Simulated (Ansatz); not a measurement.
## Na on Cu(100): change of the work function: adsorbate added, k-mesh 6×6×1, coverage 0.25 ML

Ansatz 0.2.0; plane-wave DFT, PBE, Ansatz PAW.

Another coverage, to see how the dipoles act on each other as their distance changes.

input.yaml reads:

```yaml
crystal:
  lattice:
    - [5.1053109602, 0.0, 0.0]
    - [0.0, 5.1053109602, 0.0]
    - [0.0, 0.0, 25.9005470111]
  atoms:
    - { symbol: Cu, position: [0.25, 0.25, 0.3474830086] }
    - { symbol: Cu, position: [0.0, 0.0, 0.4171726565] }
    - { symbol: Cu, position: [0.25, 0.25, 0.4880719283] }
    - { symbol: Cu, position: [0.0, 0.0, 0.5566666002] }
    - { symbol: Cu, position: [0.25, 0.75, 0.3474830086] }
    - { symbol: Cu, position: [0.0, 0.5, 0.4171726565] }
    - { symbol: Cu, position: [0.25, 0.75, 0.4880719283] }
    - { symbol: Cu, position: [0.0, 0.5, 0.5566666002] }
    - { symbol: Cu, position: [0.75, 0.25, 0.3474830086] }
    - { symbol: Cu, position: [0.5, 0.0, 0.4171726565] }
    - { symbol: Cu, position: [0.75, 0.25, 0.4880719283] }
    - { symbol: Cu, position: [0.5, 0.0, 0.5566666002] }
    - { symbol: Cu, position: [0.75, 0.75, 0.3474830086] }
    - { symbol: Cu, position: [0.5, 0.5, 0.4171726565] }
    - { symbol: Cu, position: [0.75, 0.75, 0.4880719283] }
    - { symbol: Cu, position: [0.5, 0.5, 0.5566666002] }
    - { symbol: Na, position: [0.25, 0.25, 0.6525169914] }
kpoints:
  mp_grid: { grid: [6, 6, 1] }
hamiltonian:
  xc: pbe
scf:
  occupations: { method: fermi_dirac, width: 0.1 }
  convergence: { dr2_threshold: 1.0e-08 }
efield:
  axis: 3
  dipole_correction: true
  ramp_position: 0.97
  ramp_width: 0.06
relax:
  f_tol: 0.02
  max_steps: 60
  constraints: [{ sites: [0, 1, 4, 5, 8, 9, 12, 13] }]
output:
  dos: { projected: true, e_range: [-8, 4] }
  write_potential: true
  write_density: true
  volumetric_format: npy
  elf: true
```

The run is started by

```console
> ansatz run input.yaml --threads 4 --pin off --max-ram 16384MiB --backend cpu --events-out ev --progress --plain --runs-dir out
```

Q: Predict the density of states against energy.

An odd count of 313 valence electrons without spin polarisation leaves states at the Fermi level.

Electrostatic potential energy in the ca plane at fractional y = 0.250, with atoms of Cu and Na within 0.2 Å of it. With pseudopotentials it is smooth inside the atoms' cores, unlike the true potential.

By hand: a sheet of dipoles makes a step −p/(ε₀A) in the electron's potential. With e/ε₀ = 180.95 V·Å, p = 0.3673 e·Å and A = 26.06 Å², that is −180.95 × (0.3673) / 26.06 = -2.550 eV, and the two vacuum levels of the run differ by -2.550 eV.

Relaxation path:

```csv
step,energy less that of the first step (eV),largest force component (eV/Å)
1,0.0000,0.3370
2,-0.0211,0.2367
3,-0.0369,0.0785
4,-0.0380,0.0158
```

Forces are held to the 8 operations that the run works with; a distortion that breaks them can't arise in this run.

The atoms that moved most (Å):

```csv
atom,dx,dy,dz,length
Na17,0.000,0.000,-0.178,0.178
Cu16,0.009,0.009,0.016,0.020
Cu12,0.009,-0.009,0.016,0.020
Cu8,-0.009,0.009,0.016,0.020
Cu4,-0.009,-0.009,0.016,0.020
Cu15,0.000,0.000,-0.009,0.009
Cu7,0.000,0.000,-0.006,0.006
Cu11,0.000,0.000,-0.006,0.006
```

Final coordinates:

```xyz
17
Lattice="5.1053 0.0000 0.0000 0.0000 5.1053 0.0000 0.0000 0.0000 25.9005" Properties=species:S:1:pos:R:3
Cu    1.2763    1.2763    9.0000
Cu    0.0000    0.0000   10.8050
Cu    1.2763    1.2763   12.6398
Cu   -0.0086   -0.0086   14.4344
Cu    1.2763    3.8290    9.0000
Cu    0.0000    2.5527   10.8050
Cu    1.2763    3.8290   12.6358
Cu   -0.0086    2.5613   14.4344
Cu    3.8290    1.2763    9.0000
Cu    2.5527    0.0000   10.8050
Cu    3.8290    1.2763   12.6358
Cu    2.5613   -0.0086   14.4344
Cu    3.8290    3.8290    9.0000
Cu    2.5527    2.5527   10.8050
Cu    3.8290    3.8290   12.6320
Cu    2.5613    2.5613   14.4344
Na    1.2763    1.2763   16.7229
```

Numbers from this step:

```yaml
work_function_upper_face: 1.985 eV
work_function_lower_face: 4.535 eV
dipole_along_the_normal: 0.3673 e·Å
step_between_the_vacuum_levels: -2.550 eV
```

The density of states has structure finer than the step of the table below, so its rows give means over 0.25 eV, whole bins alone (the curve runs from -8 to 1.98 eV). Peaks (eV: height): -2.770: 108, -2.470: 82.5, -2.320: 122, -1.950: 83.0, -1.800: 91.7, -1.680: 101, -1.530: 107.

Table of density of states by energy, zero at the Fermi level; means over each step:

```csv
energy (eV),density of states (states/eV a cell)
-7.75,1.11
-7.50,1.18
-7.25,1.37
-7.00,2.53
-6.75,2.82
-6.50,2.15
-6.25,2.51
-6.00,2.94
-5.75,3.80
-5.50,3.60
-5.25,5.29
-5.00,6.99
-4.75,11.9
-4.50,17.6
-4.25,25.0
-4.00,38.3
-3.75,27.3
-3.50,34.9
-3.25,40.1
-3.00,42.3
-2.75,60.3
-2.50,50.7
-2.25,70.0
-2.00,69.0
-1.75,83.3
-1.50,53.6
-1.25,12.4
-1.00,6.58
-0.75,5.96
-0.50,4.81
-0.25,5.84
0.00,7.21
0.25,7.16
0.50,4.35
0.75,5.99
1.00,6.51
1.25,4.19
1.50,6.11
1.75,6.78
```

Projected DOS per atom over height of the atomic layer and energy from the Fermi level. Layers: Cu4 Cu4 Cu4 Cu4 Na from below.

Ten even steps from '0' (0.00 states/eV) to '9' (5.77 states/eV), each cell a mean:
```
00000
00000
00001
00000
00000
00000
00000
53330
96690
85570
55570
35440
23320
14410
02210
00000
00000
00000
00000
00000
00000
00000
```
Columns: height of the atomic layer (Å) from 9 to 16.7 (not evenly spaced); rows upwards: energy from the Fermi level (eV) from -7.96 to 1.95.

Valence density in the ca plane at fractional y = 0.250, with atoms of Cu and Na within 0.2 Å of it. It is the smooth field of the valence electrons, not physical close to the nuclei.

Values in e/Å³, 8 rows by 16 columns, each cell a mean:
```
 0  1  0  0  0  1  0  0  0  0  0  0  0  0  0  0
 1 22  1  0  5 18  0  0  0  0  0  0  0  0  0  0
 0 12  1  0  3 10  0  0  0  0  0  0  0  0  0  0
 0  0  0  0  0  0  0  0  0  0  0  0  0  0  0  0
 0  1  0  0  0  1  0  0  0  0  0  0  0  0  0  0
 1 22  1  0  5 18  0  0  2  8  0  0  0  0  0  0
 0 12  1  0  3 10  0  0  1  5  0  0  0  0  0  0
 0  0  0  0  0  0  0  0  0  0  0  0  0  0  0  0
```
Columns run along c (16.0 Å, from fractional 0.29 to 0.91 of the cell), rows up along a (5.1 Å). Atoms in or near the plane, at fractional coordinates: Cu at (0.35, 0.25), Cu at (0.49, 0.25), Cu at (0.35, 0.75), Cu at (0.49, 0.75), Na at (0.65, 0.25).

ELF in the ca plane at fractional y = 0.250, with atoms of Cu and Na within 0.2 Å of it.

Ten even steps from '0' (0.00) to '9' (0.80), each cell a mean:
```
22222233223322223322333321011221100000000000
11223222223222322333333332222211000000000000
11368422222226842233332222221110000000000000
11389422222237952233322222221110000000000000
11245322223224532233333322222111000000000000
12222223223322222332333322111221100000000000
22222333223332223322334210000122100000000000
22222233223322223332333001100012210000000000
11223222223222322333331146620012211000000000
11368422222226842233330365650002321000000000
11389422222237952233320464661002321000000000
11245322223224532233331267740012221000000000
12222223223322222333332023300012210000000000
22222333223332223322333100000122110000000000
```
Columns run along c (16.0 Å, from fractional 0.29 to 0.91 of the cell), rows up along a (5.1 Å). Atoms in or near the plane, at fractional coordinates: Cu at (0.35, 0.25), Cu at (0.49, 0.25), Cu at (0.35, 0.75), Cu at (0.49, 0.75), Na at (0.65, 0.25).

Ten even steps from '0' (-51 eV) to '9' (6 eV), each cell a mean:
```
99988899999998889999999999999999999999999999
99743589999974358999999999999999999999999999
98300179999840016999999999999999999999999999
98300169999830016999999999999999999999999999
98511379999851137999999999999999999999999999
99866799999986679999999999999999999999999999
99999999999999999999999999999999999999999999
99988899999998889999999998899999999999999999
99743589999974358999999875689999999999999999
98300179999840016999999720178999999999999999
98300169999830016999999710068999999999999999
98511379999851137999999842478999999999999999
99866799999986679999999987889999999999999999
99999999999999999999999999999999999999999999
```
Columns run along c (16.0 Å, from fractional 0.29 to 0.91 of the cell; values clipped at the 3rd and 97th percentile), rows up along a (5.1 Å). Atoms in or near the plane, at fractional coordinates: Cu at (0.35, 0.25), Cu at (0.49, 0.25), Cu at (0.35, 0.75), Cu at (0.49, 0.75), Na at (0.65, 0.25).

[Logs are printed without paths, hosts, clocks, repeated set-up lines and the standing remarks that a program may print on its own settings, such as how far it seeks lower states.]

[Hosts, paths, dates, database ids (printed as entryN), source tags and the programs' standing remarks are cut or masked in the printed files.]

[Maps of the electrostatic potential energy from Ansatz leave out the sawtooth potential of an applied field or a dipole correction, so their vacuum need not be flat; planar profiles and work functions include it.]
